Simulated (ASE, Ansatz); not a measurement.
# Convergence of a linear-scaling basis for coherent Ti-rich inclusion in Sn (216 atoms)

Aim: test how closely localised support functions follow the reference on coherent Ti-rich inclusion in Sn (216 atoms), and at what cost. A setting counts as converged where the r.m.s. difference of forces stays under 1 % of the r.m.s. force.

Method: Kohn-Sham DFT, PBE, PAW (set soft_2), plane waves, in Ansatz 0.2.0.

This is a report of a sequence of runs, with the program logs left out and the cost of each run kept.

## (1) Set-up

The cell holds 216 atoms: 195 Sn and 21 Ti. Cell: a = 19.467 Å, b = 19.467 Å, c = 19.467 Å, α = 90.0°, β = 90.0°, γ = 90.0°. It derives from Sn and Ti (diamond-structure), repeated 3×3×3. Diamond-structure Sn (a = 6.489 Å), 3 x 3 x 3 conventional cells, Sn replaced by Ti within 5.73 Å of the centre; not relaxed, displaced by a Gaussian of 0.02 Å. Nearest the centre at fractional (0.543, 0.509, 0.530): Ti110 at 2.17 Å, Ti179 at 2.49 Å, Ti112 at 2.75 Å, Ti119 at 2.80 Å, Ti108 at 3.04 Å, Ti133 at 3.27 Å, Ti109 at 3.56 Å, Ti106 at 3.79 Å.

What the set-up can't give: Only the Γ point is sampled, in a cell whose shortest periodic width is 19 Å.

## (2) Plane-wave single point

The first run fixes the reference, at a cutoff of 420 eV.

Contents of input.yaml:

```yaml
crystal:
  lattice:
    - [19.467, 0.0, 0.0]
    - [0.0, 19.467, 0.0]
    - [0.0, 0.0, 19.467]
  atoms:
    - { symbol: Sn, position: [0.99873, 0.99864, 0.9992] }
    - { symbol: Sn, position: [0.08376, 0.08551, 0.08552] }
    - { symbol: Sn, position: [0.9997, 0.16735, 0.16664] }
    - { symbol: Sn, position: [0.08307, 0.25033, 0.24848] }
    - { symbol: Sn, position: [0.16639, 0.99886, 0.16817] }
    - { symbol: Sn, position: [0.25036, 0.08289, 0.24993] }
    - { symbol: Sn, position: [0.16838, 0.16743, 0.00041] }
    - { symbol: Sn, position: [0.24785, 0.25069, 0.08236] }
    - { symbol: Sn, position: [0.00062, 0.00078, 0.33312] }
    - { symbol: Sn, position: [0.08386, 0.08339, 0.41536] }
    - { symbol: Sn, position: [0.9995, 0.16723, 0.49773] }
    - { symbol: Sn, position: [0.08115, 0.25052, 0.58334] }
    - { symbol: Sn, position: [0.16593, 0.00108, 0.49836] }
    - { symbol: Sn, position: [0.25071, 0.08327, 0.58286] }
    - { symbol: Sn, position: [0.16477, 0.16681, 0.33391] }
    - { symbol: Sn, position: [0.24834, 0.25113, 0.41663] }
    - { symbol: Sn, position: [0.99997, 0.99974, 0.66758] }
    - { symbol: Sn, position: [0.08281, 0.08212, 0.74753] }
    - { symbol: Sn, position: [0.99862, 0.16551, 0.83243] }
    - { symbol: Sn, position: [0.08393, 0.24848, 0.91723] }
    - { symbol: Sn, position: [0.16619, 0.99948, 0.83418] }
    - { symbol: Sn, position: [0.25007, 0.08256, 0.91768] }
    - { symbol: Sn, position: [0.16731, 0.16715, 0.66487] }
    - { symbol: Sn, position: [0.25137, 0.24969, 0.7499] }
    - { symbol: Sn, position: [0.99871, 0.33534, 0.99934] }
    - { symbol: Sn, position: [0.08439, 0.41628, 0.08248] }
    - { symbol: Sn, position: [0.0009, 0.50052, 0.16672] }
    - { symbol: Sn, position: [0.08322, 0.58145, 0.24859] }
    - { symbol: Sn, position: [0.16459, 0.33404, 0.16596] }
    - { symbol: Sn, position: [0.25086, 0.41644, 0.25126] }
    - { symbol: Sn, position: [0.16736, 0.50077, 0.99989] }
    - { symbol: Sn, position: [0.24944, 0.58426, 0.0838] }
    [... 178 atom lines left out ...]
    - { symbol: Sn, position: [0.666, 0.83477, 0.83292] }
    - { symbol: Sn, position: [0.7494, 0.91464, 0.91801] }
    - { symbol: Sn, position: [0.83262, 0.66595, 0.8321] }
    - { symbol: Sn, position: [0.91748, 0.7504, 0.91893] }
    - { symbol: Sn, position: [0.83406, 0.83164, 0.66396] }
    - { symbol: Sn, position: [0.91543, 0.91694, 0.74961] }
kpoints:
  mp_grid: { grid: [1, 1, 1] }
hamiltonian:
  xc: pbe
scf:
  occupations: { method: methfessel_paxton, width: 0.15 }
output:
  forces: true
  stress: true
  populations: intrinsic
  dos:
    method: { smearing: { sigma: 0.15 } }
    de: 0.1
    projected:
      site_lists:
        Sn: [Sn]
        Ti: [Ti]
        inclusion: [83, 87, 105, 106, 107, 108, 109, 110, 111, 113, 118, 119, 132, 133, 176, 177, 178, 179, 184, 200, 208]
  eigenvalues: true
  write_density: true
  write_potential: true
  volumetric_format: npy
```

Started as:

```bash
$ ansatz run input.yaml --threads 32 --pin off --max-ram 143360MiB --backend cuda --events-out ev --progress --plain --runs-dir out
```

It took 9.6 s on 1 × NVIDIA GB200 with 32 threads of Arm Neoverse V2, shared host; peak memory 3.7 GiB.

That memory is the host's; the program planned up to 29.4 GiB on the GPU. Forces of this run were stored rounded, and per-atom blocks of the log weren't kept.

Numbers from this run:

```
free energy                             : -1227154.1956 eV
free energy per atom                    : -5681.2694 eV/atom
SCF cycles                              : 18
pressure                                : 2.438 GPa
r.m.s. force component                  : 0.2627 eV/Å
longest force                           : 1.046 eV/Å
Fermi energy                            : 7.344 eV
levels partly filled by over 2 per cent : 16
```

The r.m.s. force component of 0.26 eV/Å sets the scale for the differences below.

## (3) Support functions low

With localised support functions most steps grow linearly with size, though the diagonalisation grows faster unless the density matrix is cut; this run measures error and cost at this size. The level low gives here a grid of 90×90×90 points and a radius of 4.84 Å.

This step: Kohn-Sham DFT, PBE, PAW (set soft_2), localised support functions (low) (Ansatz 0.2.0).

input.yaml, the sections that differ from step 2:

```yaml
scf:
  occupations: { method: methfessel_paxton, width: 0.15 }
  eigensolver: { kind: { support_functions: { accuracy: low } } }
  max_iter: 150
output:
  forces: true
  eigenvalues: true
# crystal, kpoints, hamiltonian: as in step 2
```

Elapsed: 9.9 s, on 1 × NVIDIA GB200 with 32 threads; peak memory 2 GiB; 28 s of CPU time.

That memory is the host's; the program planned up to 10.3 GiB on the GPU.

The program notes that the band table was not solved further than the SCF left it and it switched symmetry off.

Keys that differ from the reference: support_functions.accuracy = "low" and scf.max_iter = 150.

Forces differ from the reference by 0.37 meV/Å r.m.s., 0.14 % of their size, well within a tolerance of 1 %; the energy by -1.0 meV/atom.

## (4) Support functions medium

The level medium is asked for. Here it resolves to the same grid and radius as in the run with support functions low, so the basis is not new.

This step: Kohn-Sham DFT, PBE, PAW (set soft_2), localised support functions (medium) (Ansatz 0.2.0).

input.yaml, the sections that differ from step 3:

```yaml
scf:
  occupations: { method: methfessel_paxton, width: 0.15 }
  eigensolver: { kind: { support_functions: { accuracy: medium } } }
  max_iter: 150
# crystal, kpoints, hamiltonian, output: as in step 3
```

It took 12 s on 1 × NVIDIA GB200 with 32 threads; peak memory 1.9 GiB.

That memory is the host's; the program planned up to 10.3 GiB on the GPU.

Keys that differ from the reference: support_functions.accuracy = "medium" and scf.max_iter = 150.

Forces differ from the reference by 0.34 meV/Å r.m.s., 0.13 % of their size, well within a tolerance of 1 %; the energy by -1.0 meV/atom.

## (5) Support functions high

The cell is solved in localised support functions. The level high gives here a grid of 108×108×108 points and a radius of 5.79 Å.

This step: Kohn-Sham DFT, PBE, PAW (set soft_2), localised support functions (high) (Ansatz 0.2.0).

input.yaml, the sections that differ from step 4:

```yaml
scf:
  occupations: { method: methfessel_paxton, width: 0.15 }
  eigensolver: { kind: { support_functions: { accuracy: high } } }
  max_iter: 150
# crystal, kpoints, hamiltonian, output: as in step 4
```

It took 22 s on 1 × NVIDIA GB200 with 32 threads; peak memory 2.2 GiB; 44 s of CPU time.

That memory is the host's; the program planned up to 21.5 GiB on the GPU.

Keys that differ from the reference: support_functions.accuracy = "high" and scf.max_iter = 150.

Forces differ from the reference by 0.21 meV/Å r.m.s., 0.078 % of their size, well within a tolerance of 1 %; the energy by -1.1 meV/atom. It took roughly 2.4 times the reference's time (one timing each, with unlike analyses asked), in 25 cycles against 18.

## (6) Support functions medium, spacing 0.411 Å

The grid spacing sets how fine a wave the support functions can hold. The typed value is an upper bound: the grid laid has 48×48×48 points, 0.406 Å apart at most.

This step: Kohn-Sham DFT, PBE, PAW (set soft_2), localised support functions (medium) (Ansatz 0.2.0).

input.yaml, the sections that differ from step 5:

```yaml
scf:
  occupations: { method: methfessel_paxton, width: 0.15 }
  eigensolver: { kind: { support_functions: { accuracy: medium, spacing: 0.411 } } }
  max_iter: 150
# crystal, kpoints, hamiltonian, output: as in step 5
```

Wall time 8.4 s (1 × NVIDIA GB200 with 32 threads); peak memory 2.1 GiB.

That memory is the host's; the program planned up to 7 GiB on the GPU.

The program notes that the forces don't sum to zero within tolerance and the grid leaves an egg-box force.

Forces differ from the reference by 55 meV/Å r.m.s., 21 % of their size, far over a tolerance of 1 %; the energy by +2064 meV/atom. The setting is coarser than the default on purpose.

## (7) Support functions medium, spacing 0.343 Å

The grid spacing sets how fine a wave the support functions can hold. The typed value is an upper bound: the grid laid has 60×60×60 points, 0.324 Å apart at most.

input.yaml, the sections that differ from step 6:

```yaml
scf:
  occupations: { method: methfessel_paxton, width: 0.15 }
  eigensolver: { kind: { support_functions: { accuracy: medium, spacing: 0.343 } } }
  max_iter: 150
# crystal, kpoints, hamiltonian, output: as in step 6
```

Run time: 9.2 s. Hardware: 1 × NVIDIA GB200 with 32 threads; peak memory 2 GiB.

That memory is the host's; the program planned up to 7.7 GiB on the GPU.

Forces differ from the reference by 47 meV/Å r.m.s., 18 % of their size, far over a tolerance of 1 %; the energy by -12 meV/atom. The setting is coarser than the default on purpose.

## (8) Support functions medium, spacing 0.297 Å

The grid spacing sets how fine a wave the support functions can hold. The typed value is an upper bound: the grid laid has 72×72×72 points, 0.270 Å apart at most.

input.yaml, the sections that differ from step 7:

```yaml
scf:
  occupations: { method: methfessel_paxton, width: 0.15 }
  eigensolver: { kind: { support_functions: { accuracy: medium, spacing: 0.297 } } }
  max_iter: 150
# crystal, kpoints, hamiltonian, output: as in step 7
```

Wall time 9.8 s (1 × NVIDIA GB200 with 32 threads); peak memory 2 GiB.

That memory is the host's; the program planned up to 8.6 GiB on the GPU.

Forces differ from the reference by 3.9 meV/Å r.m.s., 1.5 % of their size, over a tolerance of 1 %; the energy by -4.7 meV/atom. The setting is coarser than the default on purpose.

## (9) Support functions medium, spacing 0.263 Å

The grid spacing sets how fine a wave the support functions can hold. The typed value is an upper bound, and the grid laid (90×90×90 points) is that of the run with support functions low.

input.yaml, the sections that differ from step 8:

```yaml
scf:
  occupations: { method: methfessel_paxton, width: 0.15 }
  eigensolver: { kind: { support_functions: { accuracy: medium, spacing: 0.263 } } }
  max_iter: 150
# crystal, kpoints, hamiltonian, output: as in step 8
```

Wall time 11 s (1 × NVIDIA GB200 with 32 threads); peak memory 2 GiB; 28 s of CPU time.

That memory is the host's; the program planned up to 10.4 GiB on the GPU.

Keys that differ from the reference: support_functions.accuracy = "medium", support_functions.spacing = 0.263 and scf.max_iter = 150.

Forces differ from the reference by 0.33 meV/Å r.m.s., 0.13 % of their size, well within a tolerance of 1 %; the energy by -1.1 meV/atom.

## (10) Support functions medium, spacing 0.206 Å

The grid spacing sets how fine a wave the support functions can hold. The typed value is an upper bound: the grid laid has 96×96×96 points, 0.203 Å apart at most.

input.yaml, the sections that differ from step 9:

```yaml
scf:
  occupations: { method: methfessel_paxton, width: 0.15 }
  eigensolver: { kind: { support_functions: { accuracy: medium, spacing: 0.206 } } }
  max_iter: 150
# crystal, kpoints, hamiltonian, output: as in step 9
```

It took 12 s on 1 × NVIDIA GB200 with 32 threads; peak memory 2.1 GiB; 31 s of CPU time.

That memory is the host's; the program planned up to 11.4 GiB on the GPU.

Keys that differ from the reference: support_functions.accuracy = "medium", support_functions.spacing = 0.206 and scf.max_iter = 150.

Forces differ from the reference by 0.28 meV/Å r.m.s., 0.10 % of their size, well within a tolerance of 1 %; the energy by -1.0 meV/atom.

## (11) Support functions medium, spacing 0.183 Å

The grid spacing sets how fine a wave the support functions can hold. The typed value is an upper bound: the grid laid has 108×108×108 points, 0.180 Å apart at most.

input.yaml, the sections that differ from step 10:

```yaml
scf:
  occupations: { method: methfessel_paxton, width: 0.15 }
  eigensolver: { kind: { support_functions: { accuracy: medium, spacing: 0.183 } } }
  max_iter: 150
# crystal, kpoints, hamiltonian, output: as in step 10
```

Elapsed: 11 s, on 1 × NVIDIA GB200 with 32 threads; peak memory 2 GiB; 28 s of CPU time.

That memory is the host's; the program planned up to 13.5 GiB on the GPU.

Keys that differ from the reference: support_functions.accuracy = "medium", support_functions.spacing = 0.183 and scf.max_iter = 150.

Forces differ from the reference by 0.29 meV/Å r.m.s., 0.11 % of their size, well within a tolerance of 1 %; the energy by -1.1 meV/atom.

## (12) The ladder side by side

Differences are against the plane-wave reference (Kohn-Sham DFT, PBE, PAW (set soft_2), plane waves), whose r.m.s. force component is 0.263 eV/Å. Energies are set beside the reference only for runs with its functional, potentials and electron count. Times are for 1 × NVIDIA GB200 with 32 threads of Arm Neoverse V2, shared host. The reference's time includes the DOS, the stress and grids, which some other runs skip.

```
                                      run  Δ force, r.m.s. (meV/Å)  share of r.m.s. force (%)  Δ energy (meV/atom)  cycles   time  host memory (GiB)  planned on the GPU (GiB)
                                reference                        -                          -                    -      18  9.6 s                3.7                        29
                    support functions low                    0.371                      0.141                -1.01      19  9.9 s                2.0                        10
                 support functions medium                    0.335                      0.128                -1.02      21   12 s                1.9                        10
                   support functions high                    0.206                     0.0784                -1.06      25   22 s                2.2                        22
support functions medium, spacing 0.411 Å                     55.4                       21.1                 2064      19  8.4 s                2.1                         7
support functions medium, spacing 0.343 Å                     47.4                       18.1                -12.1      21  9.2 s                2.0                       7.7
support functions medium, spacing 0.297 Å                     3.88                       1.48                -4.72      21  9.8 s                2.0                       8.6
support functions medium, spacing 0.263 Å                    0.331                      0.126                -1.05      21   11 s                2.0                        10
support functions medium, spacing 0.206 Å                    0.275                      0.105                -1.03      21   12 s                2.1                        11
support functions medium, spacing 0.183 Å                    0.294                      0.112                -1.05      21   11 s                2.0                        14
```

## (13) The reference in detail

With the settings judged, the reference run is read for its physics.

Length of the force by element and coordination:

```
element  coordination  atoms  mean length of the force (eV/Å)  spread   least   most
     Sn           all    195                            0.385   0.180  0.0316  0.918
     Ti           all     21                            0.647   0.172   0.377   1.05
```

By region:

```
   region  atoms  mean length of the force (eV/Å)
inclusion     21                            0.647
```

(Part 1 of 2 ends here.)

[Long decimals in the printed logs are rounded to 6 places.]

[Logs are printed without paths, hosts, clocks, repeated set-up lines and the standing remarks that a program may print on its own settings, such as how far it seeks lower states.]

[Hosts, paths, dates, database ids (printed as entryN), source tags and the programs' standing remarks are cut or masked in the printed files.]
